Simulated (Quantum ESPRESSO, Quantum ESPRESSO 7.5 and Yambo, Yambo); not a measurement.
# BaTiO3 (P4mm): G0W0 on several meshes in Yambo

Aim: the GW shift of BaTiO3 (P4mm) against the k mesh.

Program: Quantum ESPRESSO 7.5 and Yambo 5.3.0. Level of theory: PBE and many-body steps on it, plane waves. Results are calculated unless marked as measured.

The database entry behind the starting cell differs from later determinations by our own check (c/a about 0.6 % short), so it need not match the best structure at ambient conditions.

### Step 1. Starting point

Symmetry: P4mm, No. 99, tetragonal system. The conventional cell has a = 4.000 Å, b = 4.000 Å, c = 4.018 Å, α = 90.00°, β = 90.00°, γ = 90.00°. Ba has 12 O at 2.79 to 2.88 Å nearest. Nearest to Ti lie 6 O at 1.84 to 2.18 Å. Nearest to O lie 2 Ti at 1.84 to 2.18 Å and 4 Ba at 2.83 Å. Nearest to O lie 2 Ti at 2.00 Å and 4 Ba at 2.79 to 2.88 Å. Farther neighbours and most contacts between anions are not listed.

Geometry: measured (diffraction); atoms relaxed with PBE. The runs that relaxed it are not among those shown. Spin-orbit coupling is left out unless a step names it.

### Step 2. Empty states on the mesh, 2×2×2 mesh, 87 bands

This step: Quantum ESPRESSO 7.5; DFT, PBE, plane waves, norm-conserving pseudopotentials.

The sums over transitions need many empty states on a uniform mesh; this step solves for them.

pw.in reads:

```
&control
  calculation = 'nscf'
  prefix = 'x'
  outdir = 'o'
  pseudo_dir = 'pseudo'
/
&system
  ibrav = 0
  nat = 5
  ntyp = 3
  ecutwfc = 76.0
  nbnd = 87
  force_symmorphic = .true.
/
&electrons
  conv_thr = 1e-9
  electron_maxstep = 80
  diago_full_acc = .true.
  diago_thr_init = 5e-6
/
ATOMIC_SPECIES
  Ba 137.33 Ba.upf
  Ti 47.867 Ti.upf
  O 15.999 O.upf
CELL_PARAMETERS angstrom
  3.9998000000 0.0000000000 0.0000000000
  0.0000000000 3.9998000000 0.0000000000
  0.0000000000 0.0000000000 4.0180000000
ATOMIC_POSITIONS crystal
  Ba 0.0000000000 0.0000000000 -0.0001128695
  Ti 0.5000000000 0.5000000000 0.4841140174
  O 0.5000000000 0.5000000000 0.0258385230
  O 0.5000000000 0.0000000000 0.5165801646
  O 0.0000000000 0.5000000000 0.5165801646
K_POINTS automatic
  2 2 2 0 0 0
```

On the command line:

```console
OMP_NUM_THREADS=1 mpirun -n 8 pw.x -nk 4 -in pw.in > pw.out
```

The program printed:

```text
Program PWSCF v.7.5 starts

     This program is part of the open-source Quantum ESPRESSO suite
     for quantum simulation of materials; please cite
         "P. Giannozzi et al., J. Phys.:Condens. Matter 21 395502 (2009);
         "P. Giannozzi et al., J. Phys.:Condens. Matter 29 465901 (2017);
         "P. Giannozzi et al., J. Chem. Phys. 152 154105 (2020);
     in publications or presentations arising from this work. More details at

     Atomic positions and unit cell read from directory:
     o/x.save/

     Message from routine setup:
[...]
48.3833  48.4035  48.7155  49.0942  49.6999  51.0584  51.0758  51.4412
    52.2458  52.3666  53.6514  54.5279  54.5279  54.6371  55.1233  55.9492
    55.9497  56.2738  56.7024  57.8660  59.5572  61.3931  63.0575

          k = 0.0000-0.5000-0.4977 (  4828 PWs)   bands (ev):

     [... further k-points ...]

     highest occupied, lowest unoccupied level (ev):    10.4313   12.2815

     XML data file, pseudopotentials, collected wavefunctions

=------------------------------------------------------------------------------=
   JOB DONE.
=------------------------------------------------------------------------------=
```

It took 4 s on 8 MPI ranks of Arm Neoverse V2, shared host; peak memory 0.52 GiB; 31 s of CPU time.

This step gave:

| Quantity | Value |
| --- | --- |
| gap | 1.850 eV |
| k of the valence top | -0.5, -0.5, -0.5 |
| k of the conduction bottom | 0, 0, 0 |
| least direct gap | 2.205 eV |
| k points computed | 6 |
| lowest point of the top converged band, above the valence top | 48.84 eV |

On this mesh the gap is 1.850 eV.

The density comes from a self-consistent run that is not shown.

### Step 3. Conversion and set-up

This step: Yambo 5.3.0; conversion and set-up on PBE, plane waves, norm-conserving pseudopotentials.

The states are converted to the many-body program's format and the q mesh is built.

On the command line:

```console
(cd o/x.save; p2y > p2y.log; mv SAVE ../..); yambo > setup.log
```

The program printed:

```text
 Yambo, version 5.3.0

 [02] CORE Variables Setup
 =========================

  [02.01] Unit cells
  ==================

  Cell kind             :  Unknown
  Atoms in the cell     :  Ba  Ti  O
  number of Ba atoms    :  1
  number of Ti atoms    :  1
  number of O  atoms    :  3

  List of atomic masses
  Mass of Ba    :  137.3300
  Mass of Ti    :  47.86700
  Mass of O     :  15.99900

  List of atomic coordinates    : [cc]
  Ba1       :   0.00000      0.00000    -0.857009E-3  order 1
  Ti1       :  3.779263  3.779263  3.675839  order 2
[...]
==========================================

 IBZ Q-points                                      :   6
 BZ  Q-points                                      :   8

 K/Q-points units:
 rlu = crystal or reduced units; cc = cartesian coordinates; iku = interal k-units

 Q [1]          [rlu]:  0.000000  0.000000  0.000000
 Q [2]          [rlu]:  0.000000  0.000000 -0.500000
 Q [3]          [rlu]:  0.000000 -0.500000  0.000000
 Q [4]          [rlu]:  0.000000 -0.500000 -0.500000
 Q [5]          [rlu]: -0.500000 -0.500000  0.000000
 Q [6]          [rlu]: -0.500000 -0.500000 -0.500000

  [03.01] X indexes
  =================

   [03.01.01] Sigma indexes
   ========================

 [06] Game Over & Game summary
```

Run time: 2.4 s. Hardware: 1 MPI rank; peak memory 0.24 GiB.

### Step 4. 2×2×2

G0W0 replaces the xc potential by the self-energy, built once from these orbitals. Only a window of levels is corrected, while the sums run over the empty bands that the input names.

This step: G0W0 on PBE, plane waves, norm-conserving pseudopotentials.

gw13.in reads:

```
HF_and_locXC
gw0
dyson
ppa
em1d
rim_cut
RandQpts= 1000000
RandGvec= 1 RL
EXXRLvcs= 76 Ry
VXCRLvcs= 304 Ry
Chimod= "HARTREE"
% BndsRnXp
 1 | 87 |
%
NGsBlkXp= 9 Ry
% LongDrXp
 1 | 1 | 1 |
%
% GbndRnge
 1 | 87 |
%
DysSolver= "n"
ExtendOut
PPAPntXp= 27.21138 eV
% QPkrange
 6 | 6 | 19 | 22 |
 1 | 1 | 19 | 22 |
%
```

On the command line:

```console
OMP_NUM_THREADS=1 mpirun -n 8 yambo -F gw13.in -J gw13 -C gw13 > gw13.log
```

The program printed:

```text
 Yambo, version 5.3.0

 [02] CORE Variables Setup
 =========================

  [... cell, symmetries and grids as in the set-up ...]

  [02.05] Energies & Occupations
  ==============================

  [X] === General ===
  [X] Electronic Temperature                        :  0.000000  0.000000 [eV K]
  [X] Bosonic    Temperature                        :  0.000000  0.000000 [eV K]
  [X] Finite Temperature mode                       : no
  [X] El. density                                   :  0.62226E+24 [cm-3]
  [X] Fermi Level                                   :  10.43131 [eV]

  [X] === Gaps and Widths ===
  [X] Conduction Band Min                           :  1.850205 [eV]
  [X] Valence Band Max                              :  0.000000 [eV]
  [X] Filled Bands                                  :  20
  [X] Empty Bands                                   :   21   87
  [X] Direct Gap                                    :  2.204932 [eV]
  [X] Direct Gap localized at k                     :  1
  [X] Indirect Gap                                  :  1.850205 [eV]
  [X] Indirect Gap between kpts                     :   6   1
  [X] Last valence band width                       :  0.943506 [eV]
  [X] 1st conduction band width                     :  2.378868 [eV]

 [03] Transferred momenta grid and indexing
 ==========================================

 IBZ Q-points                                      :   6
 BZ  Q-points                                      :   8

 K/Q-points units:
 rlu = crystal or reduced units; cc = cartesian coordinates; iku = interal k-units

 Q [1]          [rlu]:  0.000000  0.000000  0.000000
 Q [2]          [rlu]:  0.000000  0.000000 -0.500000
 Q [3]          [rlu]:  0.000000 -0.500000  0.000000
 Q [4]          [rlu]:  0.000000 -0.500000 -0.500000
 Q [5]          [rlu]: -0.500000 -0.500000  0.000000
 Q [6]          [rlu]: -0.500000 -0.500000 -0.500000

 [04] Coloumb potential Random Integration (RIM)
 ===============================================

  [04.01] RIM initialization
  ==========================

  * Diagonal components only detected *

  8 x (sBL volume)        :  0.571816 [a.u.]
  sBZ random points       :  1000000
  Points outside the sBZ  :   7992674
  RL volume               :  0.571816 [a.u.]
  Integrated volume       :  0.572340 [a.u.]

  [04.02] RIM integrals
  =====================

  Gamma point sphere radius             :  0.150558 [a.u.]
  Points outside the sphere             :   799805
  [Int_sBZ(q=0) 1/q^2]*(Vol_sBZ)^(-1/3) =:  7.678263
                                 should be <:  7.795600

  Summary of Coulomb integrals for non-metallic bands |Q|[au] RIM/Bare

  Q [1] 0.100000E-4 0.984948 * Q [2] 0.413753 1.050226
  Q [3] 0.415636 1.051240 * Q [4] 0.586468 1.050552
  Q [5] 0.587797 1.049841 * Q [6] 0.718817 1.035976

 [05] Dipoles
 ============

  [05.01] Setup: observables and procedures
  =========================================

  [WARNING] [x,Vnl] slows the Dipoles computation. To neglect it rename the ns.kb_pp file

 [06] Dynamic Dielectric Matrix (PPA)
 ====================================

 [SLK-Inversion]  Pools        :  2
 [SLK-Inversion]  BLACS grid   :  2  2

 [WR./gw13//ndb.pp]--------------------------------------------------------------
  Brillouin Zone Q/K grids (IBZ/BZ)                :   6   8   6   8
  RL vectors                                       :   5983 [WF]
  Coulomb cutoff potential                         : none
  Electronic Temperature                           :  0.000000 [K]
  Bosonic    Temperature                           :  0.000000 [K]
  PPA    diel. fun.  energies                      : Perdew, Burke & Ernzerhof(X)+Perdew, Burke & Ernzerhof(C)
  wavefunctions                                    : Perdew, Burke & Ernzerhof(X)+Perdew, Burke & Ernzerhof(C)
  Global Gauge                                     : length
  X matrix size                                    :  219
  X band range                                     :    1   87
  X e/h energy range                               : -1.000000 -1.000000 [eV]
  X Time ordering                                  : R
  X Hxc Kernel                                     : HARTREE
  X Drude frequency                                :  0.000000  0.000000
  X poles                                          :  100.0000 [o/o]
  RL vectors in the sum                            :   5983
  [r,Vnl] included                                 : yes
  Field direction                                  :  0.577350E-5  0.577350E-5  0.577350E-5
  BZ energy Double Grid                            : no
  BZ energy DbGd points                            : 0
  BZ Q point size factor                           : -1.000000
  X Optical Averaged directions                    : none

 [07] Local Exchange-Correlation + Non-Local Fock
 ================================================

 [VXC] Plane waves :   38811
 [EXS] Plane waves :   4945

 QP @ state[ 1 ] K range:  1  1
 QP @ state[ 1 ] b range:  19  22
 QP @ state[ 2 ] K range:   6   6
 QP @ state[ 2 ] b range:  19  22

 [xc] Functional : Perdew, Burke & Ernzerhof(X)+Perdew, Burke & Ernzerhof(C)
 [xc] LIBXC used to calculate xc functional
  PP Number of Atomic Species                      :  3
  NLCC RL compoments                               :   38811
  PP Number of Atomic Species                      :  3
  NLCC RL compoments                               :   38811

 [xc] E_xc :  -21.69500 [Ha]
      E_xc :  -43.39001 [Ry]

  Local XC kind (lXC) : Perdew, Burke & Ernzerhof(X)+Perdew, Burke & Ernzerhof(C)
  Non-Local XC kind (nlXC) : Hartree-Fock

  Corrections @ K [1] :  [eV]
 <19|nlXC|19> = -24.49885  0.53167E-18 <19|lXC|19> = -20.04280 -0.37763E-15
 <20|nlXC|20> = -24.50042  0.11969E-16 <20|lXC|20> = -20.04281  0.75527E-15
 <21|nlXC|21> = -10.93383 -0.82619E-17 <21|lXC|21> = -18.71404 -0.37763E-15
 <22|nlXC|22> = -11.75561  0.49836E-17 <22|lXC|22> = -19.03778  0.75527E-15

  Corrections @ K [6] :  [eV]
 <19|nlXC|19> = -24.64264  0.80867E-17 <19|lXC|19> = -19.98763 -0.23602E-15
 <20|nlXC|20> = -24.74749  0.10815E-16 <20|lXC|20> = -20.02882  0.000000
 <21|nlXC|21> = -13.05228  0.46105E-17 <21|lXC|21> = -21.81336  0.37763E-15
 <22|nlXC|22> = -13.25156 -0.38678E-17 <22|lXC|22> = -21.84728  0.000000

  [07.01] Hartree-Fock occupations report
  =======================================

  [Hartree-Fock] === General ===
  [Hartree-Fock] Electronic Temperature             :  0.000000  0.000000 [eV K]
  [Hartree-Fock] Bosonic    Temperature             :  0.000000  0.000000 [eV K]
  [Hartree-Fock] Finite Temperature mode            : no
  [Hartree-Fock] El. density                        :  0.62226E+24 [cm-3]
  [Hartree-Fock] Fermi Level                        :  10.43131 [eV]

  [Hartree-Fock] === Gaps and Widths ===
  [Hartree-Fock] Conduction Band Min                :  2.002983 [eV]
  [Hartree-Fock] Valence Band Max                   : -0.073067 [eV]
  [Hartree-Fock] Filled Bands                       :  20
  [Hartree-Fock] Empty Bands                        :   21   87
  [Hartree-Fock] Direct Gap                         :  2.704418 [eV]
  [Hartree-Fock] Direct Gap localized at k          :  2
  [Hartree-Fock] Indirect Gap                       :  2.076050 [eV]
  [Hartree-Fock] Indirect Gap between kpts          :   5   2
  [Hartree-Fock] Last valence band width            :  4.739269 [eV]
  [Hartree-Fock] 1st conduction band width          :  10.98717 [eV]

 [08] Dyson equation: Newton solver
 ==================================

  [08.01] G0W0 (W PPA)
  ====================

  [  GW  ] Bands range     :    1   87
  [GW/PPA] G damping       :  0.100000 [eV]

  QP @ state[ 1 ] K range:  1  1
  QP @ state[ 1 ] b range:  19  22
  QP @ state[ 2 ] K range:   6   6
  QP @ state[ 2 ] b range:  19  22

   Sc/G bands                                       :    1   87
   Sc/G damping                                     :  0.100000 ev
   Sc bands terminator                              : no
   Sx RL components                                 :   4945

   QP @ state[ 1 ] K range                          :  1  1
   QP @ state[ 1 ] b range                          :  19  22
   QP @ state[ 2 ] K range                          :   6   6
   QP @ state[ 2 ] b range                          :  19  22
   GF energies kind                                 : Perdew, Burke & Ernzerhof(X)+Perdew, Burke & Ernzerhof(C)
   GF WF`s kind                                     : Perdew, Burke & Ernzerhof(X)+Perdew, Burke & Ernzerhof(C)
   Xs energies kind                                 : Perdew, Burke & Ernzerhof(X)+Perdew, Burke & Ernzerhof(C)
   Xs WF`s kind                                     : Perdew, Burke & Ernzerhof(X)+Perdew, Burke & Ernzerhof(C)

 [11] Game Over & Game summary
```

It took 7.7 s on 8 MPI ranks; peak memory 2.8 GiB; 52 s of CPU time.

This step gave:

```
G0W0 gap on the points computed              : 3.294 eV
starting gap on the mesh                     : 1.850 eV
k of the valence top                         : -0.5, -0.5, -0.5
k of the conduction bottom                   : 0, 0, 0
least direct G0W0 gap on the computed points : 3.708 eV
Z at the valence top                         : 0.7653
Z at the conduction bottom                   : 0.7788
```

The gap on the mesh goes from 1.85 eV to 3.29 eV, a correction of +1.44 eV.

### Step 5. Empty states on the mesh, 6×6×6 mesh, 87 bands

This step: Quantum ESPRESSO 7.5; DFT, PBE, plane waves, norm-conserving pseudopotentials.

pw.in, as its differences from that of step 2:

```diff
@@ -35,2 +35,2 @@
 K_POINTS automatic
-  2 2 2 0 0 0
+  6 6 6 0 0 0
```

On the command line:

```console
OMP_NUM_THREADS=1 mpirun -n 8 pw.x -nk 4 -in pw.in > pw.out
```

The program printed:

```text
[banner, memory and clock lines left out]
Program PWSCF v.7.5 starts

     Atomic positions and unit cell read from directory:
     o/x.save/

     Message from routine setup:
     using ibrav=0 with symmetry is DISCOURAGED, use correct ibrav instead

     bravais-lattice index     =            0
     lattice parameter (alat)  =       7.5585  a.u.
     unit-cell volume          =     433.7935 (a.u.)^3
     number of atoms/cell      =            5
     number of atomic types    =            3
     number of electrons       =        40.00
[...]
k = 0.0000 0.0000 0.1659 (  4865 PWs)   bands (ev):

[...]
56.0729  57.0121  57.2117  57.2117  59.1399  59.4977  59.4977

          k = 0.0000 0.0000 0.3318 (  4857 PWs)   bands (ev):

[...]
47.7637  48.4076  48.9766  48.9766  49.6882  51.3346  52.0025  52.0229
    52.0402  52.2279  52.2279  53.6323  53.6323  54.9853  54.9853  56.0545
    56.6756  57.3111  57.3111  57.8855  60.2113  60.3055  61.3577

          k = 0.0000 0.0000-0.4977 (  4878 PWs)   bands (ev):

     [... further k-points ...]

     highest occupied, lowest unoccupied level (ev):    10.4313   12.2815

     XML data file, pseudopotentials, collected wavefunctions
```

Elapsed: 18 s, on 8 MPI ranks; peak memory 0.53 GiB; 2.3 min of CPU time.

This step gave:

| Property | Result |
| --- | --- |
| gap | 1.850 eV |
| k of the valence top | -0.5, -0.5, -0.5 |
| k of the conduction bottom | 0, 0, 0 |
| least direct gap | 2.205 eV |
| k points computed | 40 |
| lowest point of the top converged band, above the valence top | 48.84 eV |

On this mesh the gap is 1.850 eV.

(Continued in part 2 of 2.)

[Paths, hosts, dates, memory and timing lines, banners, echoed tables and standing remarks are left out of the program output.]

[Logs are printed without paths, hosts, clocks, repeated set-up lines and the standing remarks that a program may print on its own settings, such as how far it seeks lower states.]

[Runs of the session that timed out or met a known fault of the program may be left out.]

[Hosts, paths, dates, database ids (printed as entryN), source tags and the programs' standing remarks are cut or masked in the printed files.]
